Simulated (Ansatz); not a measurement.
# λ, α²F and ρ(T) of Au-Ti-Ti-Au stack of (111) layers, part 4 of 4

The plan: relax Au-Ti-Ti-Au stack of (111) layers, check its phonons, and, if the lattice is stable, compute its Eliashberg function and ρ(T).

Ansatz 0.2.0; DFT LDA, scalar-relativistic, plane waves, PAW; PAW set soft_1.

So far, coupling constant λ: step 6 (resistivity: q 2×2×1, k 6×6×1, scattering 12×12×1) 0.638; step 7 (k-mesh 9×9×1, q mesh 3×3×1, other occupations) 0.547; step 8 (k-mesh 9×9×1, scattering mesh 24×24×1, q mesh 3×3×1) 0.578. Also log mean phonon energy ħω_log (meV): step 6 9.01; step 7 10.2; step 8 9.99.

In doubt: the program doubts the meshes or the phonons of the coupling sums (steps 6, 7, 8), which bears on λ, Tc and transport values.

## Step 9: Coupling and resistivity: q 3×3×1, k 12×12×1, scattering 18×18×1

The next rung changes the k mesh of the density and its response; the scattering mesh, which samples the Fermi surface.

input.yaml

```yaml
crystal:
  lattice:
    - [2.9172558984, 2.8815e-06, 0.0]
    - [-1.4586304446, 2.5264162766, 0.0]
    - [0.0, 0.0, 38.1180212893]
  atoms:
    - { symbol: Au, position: [0.0, 0.0, 0.1554389952] }
    - { symbol: Ti, position: [0.3333333333, 0.6666666667, 0.2107614419] }
    - { symbol: Ti, position: [0.6666666667, 0.3333333333, 0.2656276619] }
    - { symbol: Au, position: [0.0, 0.0, 0.3209501086] }
  periodic: [true, true, false]
kpoints:
  mp_grid: { grid: [12, 12, 1] }
hamiltonian:
  xc: lda
  pseudopotentials: { kind: paw, azcp: { folder: soft_1 }, xc_functional: pbe }
scf:
  occupations: { method: methfessel_paxton, width: 0.2 }
output:
  eigenvalues: true
phonons:
  method: dfpt
  qmesh: [3, 3, 1]
  temperatures: { t_max: 1000, t_step: 50 }
  qpath:
    path:
      - [0.0, 0.0, 0.0]
      - [0.5, 0.0, 0.0]
      - [0.33333333, 0.33333333, 0.0]
      - [0.0, 0.0, 0.0]
    npoints: 10
  electrical_resistivity:
    mesh: [18, 18, 1]
    temperatures: [20.0, 50.0, 77.0, 100.0, 150.0, 200.0, 300.0, 400.0, 600.0, 800.0]
  superconductivity: { mesh: [18, 18, 1] }
```

Launch:

```sh
$ ansatz run input.yaml --threads 4 --pin off --max-ram 12288MiB --backend cpu --events-out ev --progress --plain --runs-dir out
```

Numbers of over 12 decimals in the logs are rounded to 6 here.

The log of the run:

```text
[...]
Crystal: 4 atoms, lattice volume = 280.938 Å³
Basis set: ecut = 420 eV, 5455 PW (Γ), exchange–correlation on 40×40×512 points (8 copies of the dense FFT grid, shifted against one another)
Bands: 38, of which v1, the nominal top of the filled ones, is band 31 counted from 1 (30 counted from 0)
Symmetry: 12 space group operations
[...]
0.13      1.201         1.230         0.883         0.896         1.070         1.084          1.073
      0.14      1.016         1.040         0.731         0.744         0.909         0.928          0.916
      0.16      0.698         0.713         0.484         0.500         0.642         0.670          0.659
      0.20      0.263         0.268         0.181         0.199         0.296         0.332          0.324
[...]
vibrations of 9 cells: unjudged by the run; compare a larger repeat
[...]
[key lines of the parts left out:]
SCF converged after 15 iterations
Free energy (F): -30633.198733 eV
Fermi energy:    -4.591505 eV
```

Elapsed: 18 min, on 4 threads of Arm Neoverse V1, shared host; peak memory 3.6 GiB; 72 min of CPU time.

This step gave:

```yaml
zero_point_energy: 0.1097 eV/cell
highest_frequency_solved_or_plainly_interpolated: 331.1 cm⁻¹
sheet_resistance_300k: 450.8 Ω/square, mean in the plane
resistivity_at_300_k: 171.8 μΩ cm, mean of the axes, of the whole cell with its vacuum
coupling_constant_lambda: 0.5369
density_of_states_at_the_fermi_level: 1.355 states/eV a spin and cell
log_mean_phonon_energy_omega_log: 10.07 meV
transport_coupling_constant_lambda_tr: 0.5244, 0.5244, 0 (xx, yy, zz)
drude_plasma_energy: 1.975, 1.975, 0 eV (xx, yy, zz), of the whole cell with its vacuum
second_moment_phonon_energy_omega: 18.13 meV
```

Some states were left unconverged by the eigensolver. By its own test the run is not converged in the mesh. λ = 0.537 and 451 Ω per square at 300 K, against 0.547 and 405 in the run with q 3×3×1, k 9×9×1, scattering 12×12×1 (-1.9 % and +11.3 %). By the run's own test λ moves by 14 % between its two finest scattering meshes.

## Step 10: All levels side by side

Times are for 4 threads of Arm Neoverse V1, shared host. The runs compared:

| no. | run | sheet resistance 300K (Ω/square, mean in the plane) | coupling constant λ | log mean phonon energy ħω_log (meV) | time | memory (GiB) |
| --- | --- | --- | --- | --- | --- | --- |
| 1 | q 2×2×1, k 6×6×1, scattering 12×12×1 | 406.4 | 0.6384 | 9.01 | 3.3 min | 2.6 |
| 2 | q 3×3×1, k 9×9×1, scattering 12×12×1 | 405.2 | 0.5475 | 10.23 | 11 min | 3.6 |
| 3 | q 3×3×1, k 9×9×1, scattering 24×24×1 | 472.5 | 0.5784 | 9.988 | 12 min | 3.6 |
| 4 | q 3×3×1, k 12×12×1, scattering 18×18×1 | 450.8 | 0.5369 | 10.07 | 18 min | 3.6 |

The runs together, line α²F. Eliashberg function α²F, α²F against phonon energy; read off at these points:

```csv
phonon energy (meV),"q 2×2×1, k 6×6×1, scattering 12×12×1","q 3×3×1, k 9×9×1, scattering 12×12×1","q 3×3×1, k 9×9×1, scattering 24×24×1","q 3×3×1, k 12×12×1, scattering 18×18×1"
2.0,0.0260,0.0206,0.0182,0.0249
4.0,0.0463,0.0462,0.0407,0.0406
6.0,0.206,0.164,0.144,0.121
6.9,0.330,0.167,0.167,0.139
8.0,0.253,0.277,0.266,0.242
10.0,0.0299,0.0210,0.0193,0.0167
12.0,0.0353,0.0579,0.0633,0.0551
14.0,0.0520,0.0231,0.0238,0.0270
16.0,0.0432,0.0696,0.0947,0.0689
18.0,0.103,0.0688,0.0795,0.0725
20.0,0.0827,0.0542,0.0722,0.0577
21.5,0.260,0.0580,0.0490,0.0495
22.0,0.244,0.0671,0.0828,0.0728
23.4,0.341,0.303,0.338,0.356
24.0,0.137,0.379,0.456,0.450
24.4,0.141,0.409,0.469,0.428
25.4,0.235,0.0613,0.0617,0.0706
26.0,0.175,0.0681,0.0713,0.0742
28.0,0.0484,0.217,0.218,0.209
28.3,0.0419,0.301,0.329,0.341
30.0,0.0809,0.103,0.127,0.124
32.0,0.0812,0.0788,0.0867,0.0947
34.0,0.0871,0.0760,0.0739,0.0805
36.0,0.0965,0.0716,0.0765,0.0772
38.0,0.0715,0.0604,0.0712,0.0702
40.0,0.0657,0.0277,0.0273,0.0242
```

## Step 11: Outcome

```yaml
run: LDA, q 3×3×1, k 12×12×1, scattering 18×18×1
coupling_constant_lambda: 0.537
log_mean_phonon_energy_omega_log: 10.1 meV
states_at_the_fermi_level: 1.35 states/eV/spin/cell
sheet_resistance_at_300_k: 451 Ω per square
change_between_its_two_finest_scattering_meshes: λ 14 %, resistivity at 300 K 5 %
time_of_that_run: 18 min
```

On the last rung that gave a resistivity at the base settings (q 3×3×1, k 12×12×1, scattering 18×18×1), Au-Ti-Ti-Au stack of (111) layers has λ = 0.54 and a phonon-limited sheet resistance of 451 Ω per square at 300 K. Across the runs of step 10 the sheet resistance 300K runs from 405 Ω/square, mean in the plane (q 3×3×1, k 9×9×1, scattering 12×12×1) to 472 Ω/square, mean in the plane (q 3×3×1, k 9×9×1, scattering 24×24×1), while the wall time spans a factor of 5.6. The coupling is moderate (λ = 0.54), so phonons raise the electrons' mass at the Fermi surface by about 54 %, if this value holds on finer meshes. By the run's own test λ moves by 14 % between the two scattering meshes. Values of ρ(T) under 50 K rest on the softest modes, mostly interpolated ones, and are the least sure of the table. The high-temperature form ρ = 2π k_B T λ_tr/(ħ ε₀ ω_p²) gives 162 μΩ cm along x at 300 K, against 172 from the Boltzmann equation. By their share in the modes' patterns, Au atoms take 54 % of λ. The three lowest branches give 47 % of λ. By the run's own test, which takes the component that moves most, the resistivity at 300 K moves by 5 % between its two finest scattering meshes, so it is not converged. In the run quoted no mode is imaginary at the wavevectors of the 3×3×1 mesh; wavevectors off that mesh are interpolated. Only scattering by harmonic phonons counts; impurities, grain boundaries and thermal expansion are left out. The resistivity belongs to the whole cell, vacuum included; the sheet resistance is the quantity that does not depend on the vacuum. Spin–orbit coupling, left out here, matters for Au. The phonon runs are not spin-polarised. The PAW files were made for PBE; under other functionals the run regenerates their frozen core. The c of the given cell is the typed one; the program laid its own vacuum and ran the layer in a cell 38.1 Å high. The structure was built by hand as an ordered model, and its stability against other phases was not tested.

[Logs are printed without paths, hosts, clocks, repeated set-up lines and the standing remarks that a program may print on its own settings, such as how far it seeks lower states.]

[Hosts, paths, dates, database ids (printed as entryN), source tags and the programs' standing remarks are cut or masked in the printed files.]
